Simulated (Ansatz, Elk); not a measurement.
# AgPb2: X-ray structure factors from the self-consistent density

Structure refinements treat a crystal as free atoms side by side. For a made-up structure of AgPb2 (cell and positions from a PBEsol relaxation) the runs below show what the calculated density changes in F(hkl).

Program: Elk 11.2.3 (patched build). Level of theory: DFT, PBE, all-electron APW+lo, Dirac cores, scalar-relativistic bands, static density, no spin. Results are calculated unless marked as measured.

This account leaves out most program logs.

The structure was built from a prototype and need not be the compound's stable phase.

**1. The starting structure**

It takes space group I4/mmm (No. 139, tetragonal). Conventional cell: a = 3.367 Å, b = 3.367 Å, c = 13.328 Å, α = 90.00°, β = 90.00°, γ = 90.00°. Nearest to Pb lie 4 Ag at 3.08 Å and 4 Pb at 3.37 Å. Nearest to Ag lie 8 Pb at 3.08 Å and 4 Ag at 3.37 Å. Farther neighbours are not listed.

**2. Ground state and structure factors**

An all-electron density is needed, since X-rays see the cores too. Task 0 finds the density and task 195 Fourier-transforms it; tshift is off so that phases refer to the origin typed.

The input, elk.in:

```
tasks
  0
  195

xctype
  20

spinpol
  .false.

rgkmax
  7.0

gmaxvr
  14.0

lmaxo
  7

lmaxapw
  8

swidth
  0.002

tshift
  .false.

ramdisk
  .false.

hmaxvr
  5.5

maxscl
  120

epspot
  1e-06

sppath
  './'

avec
  -3.18099896177 3.18099896177 12.59357917541
  3.18099896177 -3.18099896177 12.59357917541
  3.18099896177 3.18099896177 -12.59357917541

atoms
  2
  'Pb.in'
  2
  0.6462070674 0.6462070674 0.0000000000   0.000000 0.000000 0.000000
  0.3537929326 0.3537929326 0.0000000000   0.000000 0.000000 0.000000
  'Ag.in'
  1
  -0.0000000000 -0.0000000000 -0.0000000000   0.000000 0.000000 0.000000

ngridk
  9 9 9
```

Run with:

```bash
$ OMP_NUM_THREADS=4 elk
```

Elapsed: 40 s, on 4 threads of Arm Neoverse V1, shared host; peak memory 0.19 GiB; 2 min of CPU time.

SFACRHO.OUT:

```text

h k l indices transformed by vhmat matrix:
   1.000000000       0.000000000       0.000000000    
   0.000000000       1.000000000       0.000000000    
   0.000000000       0.000000000       1.000000000    

      h      k      l  multipl.   |H|            Re(F)            Im(F)           |F|

      0      0      0      1   0.0000000       211.00000     -0.37034774E-16   211.00000    
      1      1     -1      2  0.49891974       3.4050090      0.20973932E-16   3.4050090    
     -2     -2      2      2  0.99783949      -85.697426     -0.14363765E-16   85.697426    
      0      1      0      8   1.0186303      -48.146306      0.45430634E-16   48.146306    
      1      2     -2      8   1.2391325       169.56222     -0.33812117E-16   169.56222    
     -1      1      0      4   1.3966942       174.59015     -0.18875735E-16   174.59015    
      1      1      0      8   1.4831304      0.91206518      0.47451111E-16  0.91206518    
     -3     -3      3      2   1.4967592       133.16832     -0.90491966E-17   133.16832    
      2      3     -3      8   1.5909535       51.333849     -0.21774178E-16   51.333849    
     -1     -3      2      8   1.7165193      -77.138940     -0.48416328E-17   77.138940    
      1     -1      1      4   1.9752239       156.34535      0.74974214E-16   156.34535    
     -4     -4      4      2   1.9956790       92.002377     -0.21396508E-17   92.002377    
      4      3     -3      8   2.0061552      -89.564094      0.29409145E-16   89.564094    
      0      2     -2      8   2.0372605     -0.23861621     -0.16724783E-16  0.23861621    
     -3     -3      4      8   2.0472037       119.62700     -0.15721167E-17   119.62700    
     -3     -1      3      8   2.2129603      -71.490878     -0.87321711E-17   71.490878    
      0     -1      2     16   2.2224125      -41.237941     -0.10149146E-16   41.237941    
     -1     -2      0     16   2.3317288       137.55043      0.12937334E-16   137.55043
```

Elk indexes on the primitive cell of elk.in and gives |H| = 4π sin θ/λ in inverse bohr. Below, one row stands for each form hkl of the conventional cell (m members, Friedel mates merged), F is for one primitive cell and the density is static (no thermal factor). Free-atom factors are Waasmaier and Kirfel's, and R is Σm||F|−|F'||/Σm|F|.

| hkl | m | sin θ/λ (Å⁻¹) | abs F, DFT | neutral atoms | diff. |
| --- | --- | --- | --- | --- | --- |
| 002 | 2 | 0.075 | 3.405 | 3.377 | +0.028 |
| 004 | 2 | 0.150 | 85.697 | 85.692 | +0.005 |
| 101 | 8 | 0.153 | 48.146 | 48.099 | +0.047 |
| 103 | 8 | 0.186 | 169.562 | 169.905 | -0.343 |
| 110 | 4 | 0.210 | 174.590 | 174.985 | -0.395 |
| 112 | 8 | 0.223 | 0.912 | 1.132 | -0.220 |
| 006 | 2 | 0.225 | 133.168 | 133.449 | -0.281 |
| 105 | 8 | 0.239 | 51.334 | 51.595 | -0.261 |
| 114 | 8 | 0.258 | 77.139 | 77.054 | +0.085 |
| 200 | 4 | 0.297 | 156.345 | 156.430 | -0.085 |
| 008 | 2 | 0.300 | 92.002 | 92.092 | -0.090 |
| 107 | 8 | 0.302 | 89.564 | 89.505 | +0.059 |
| 202 | 8 | 0.306 | 0.239 | 0.173 | +0.066 |
| 116 | 8 | 0.308 | 119.627 | 119.664 | -0.037 |
| 204 | 8 | 0.333 | 71.491 | 71.469 | +0.022 |
| 211 | 16 | 0.334 | 41.238 | 41.227 | +0.010 |
| 213 | 16 | 0.351 | 137.550 | 137.534 | +0.016 |
| 118 | 8 | 0.366 | 84.362 | 84.324 | +0.038 |
| 109 | 8 | 0.369 | 74.800 | 74.775 | +0.025 |
| 206 | 8 | 0.373 | 110.085 | 110.043 | +0.042 |
| 0 0 10 | 2 | 0.375 | 80.866 | 80.917 | -0.051 |
| 215 | 16 | 0.381 | 41.870 | 41.815 | +0.054 |

**3. The highest occupied states alone**

An energy window below the Fermi level keeps the highest occupied states, to see at which angles they scatter; shallow core shells can lie inside it and anion s states outside. No new self-consistency is needed.

Edit elk.in of step 2 so:

```diff
@@ -1,3 +1,2 @@
 tasks
-  0
   195
@@ -40,2 +39,5 @@
 
+wsfac
+  -0.206670 0.534330
+
 sppath
```

Run with:

```bash
$ OMP_NUM_THREADS=4 elk
```

Run time: 9.2 s. Hardware: 4 threads; peak memory 0.16 GiB.

States within 12 eV below the Fermi level hold 19.00 electrons; any levels below the window count with the cores. Their amplitudes can exceed the total, where window and core parts have opposite phase:

```csv
hkl,sin θ/λ (Å⁻¹),"abs F, window","abs F, all"
002,0.075,8.153,3.405
004,0.150,5.282,85.697
101,0.153,5.669,48.146
103,0.186,6.122,169.562
110,0.210,4.882,174.590
112,0.223,4.170,0.912
006,0.225,4.262,133.168
105,0.239,3.699,51.334
114,0.258,3.427,77.139
200,0.297,2.205,156.345
```

**4. Another functional**

The difference from free atoms is small, so it is set against the change that PBEsol makes.

Edit elk.in of step 3 so:

```diff
@@ -1,2 +1,3 @@
 tasks
+  0
   195
@@ -4,3 +5,3 @@
 xctype
-  20
+  22
 
@@ -39,5 +40,2 @@
 
-wsfac
-  -0.206670 0.534330
-
 sppath
```

Run with:

```bash
$ OMP_NUM_THREADS=4 elk
```

It took 38 s on 4 threads; peak memory 0.19 GiB.

Against the first run R = 0.01 %; the largest change is -0.021 at 103.

**5. Basis size**

A smaller basis shows how fast F responds to it; the change is likely larger than the basis error of the first run, but doesn't show convergence.

Edit elk.in of step 4 so:

```diff
@@ -5,3 +5,3 @@
 xctype
-  22
+  20
 
@@ -11,3 +11,3 @@
 rgkmax
-  7.0
+  5.5
```

Run with:

```bash
$ OMP_NUM_THREADS=4 elk
```

Run time: 36 s. Hardware: 4 threads; peak memory 0.18 GiB; 1.8 min of CPU time.

Against the first run R = 0.01 %; the largest change is +0.100 at 200.

**6. Basis size**

The basis and the expansions that go with it are enlarged, to see whether the differences are converged.

Edit elk.in of step 5 so:

```diff
@@ -11,12 +11,12 @@
 rgkmax
-  5.5
+  8.5
 
 gmaxvr
-  14.0
+  18.0
 
 lmaxo
-  7
+  9
 
 lmaxapw
-  8
+  10
```

Run with:

```bash
$ OMP_NUM_THREADS=4 elk
```

Elapsed: 88 s, on 4 threads; peak memory 0.36 GiB.

Against the first run R = 0.00 %; the largest change is -0.014 at 213.

**7. Settings against the effect**

```csv
run,R against the first run (%),"R against neutral atoms, low angle (%)",wall time
"PBE, rgkmax 7",0.00,0.22,40 s
PBEsol,0.01,0.24,38 s
rgkmax 5.5,0.01,0.23,36 s
rgkmax 8.5 with larger expansions,0.00,0.22,88 s
```

**8. What came out**

| Property | Result |
| --- | --- |
| R against neutral atoms, sin θ/λ < 0.3 Å⁻¹ | 0.22 % |
| R against neutral atoms, 0.3 to 0.83 Å⁻¹ | 0.09 % |

**Reading.** Independent neutral atoms miss the calculated amplitudes by R = 0.22 % below 0.3 Å⁻¹ and 0.09 % from there to 0.83 Å⁻¹; by shells, 0.84 % below 0.15 Å⁻¹ (1 form), 0.22 % 0.15 to 0.3 (9 forms), 0.07 % 0.3 to 0.45 (20 forms), 0.09 % above 0.45 (109 forms). Bonding, aspherical density and the tables' own atoms all enter these figures, and the runs don't part them. The largest change of an amplitude is -0.40 electrons, at 110. Weak lines can change much in proportion: 112 goes from 1.13 to 0.91. The window's part falls from 19.0 electrons at the origin to at most 0.40 between 0.45 and 0.83 Å⁻¹. Below 0.3 Å⁻¹ the changes that finished (PBEsol, rgkmax 5.5 and rgkmax 8.5 with larger expansions) move F by R = 0.03 % at most, against the 0.22 % that separates it from free atoms. The k-mesh has no finished test. These runs have no spin, though d or f shells may be open. Spin-orbit coupling is left out, which can matter for elements this heavy. Part of the difference isn't bonding: the tables are fits to free atoms and ions calculated by other methods than this functional. Thermal motion, anomalous dispersion and extinction are left out.

[Logs are printed without paths, hosts, clocks, repeated set-up lines and the standing remarks that a program may print on its own settings, such as how far it seeks lower states.]

[Hosts, paths, dates, database ids (printed as entryN), source tags and the programs' standing remarks are cut or masked in the printed files.]
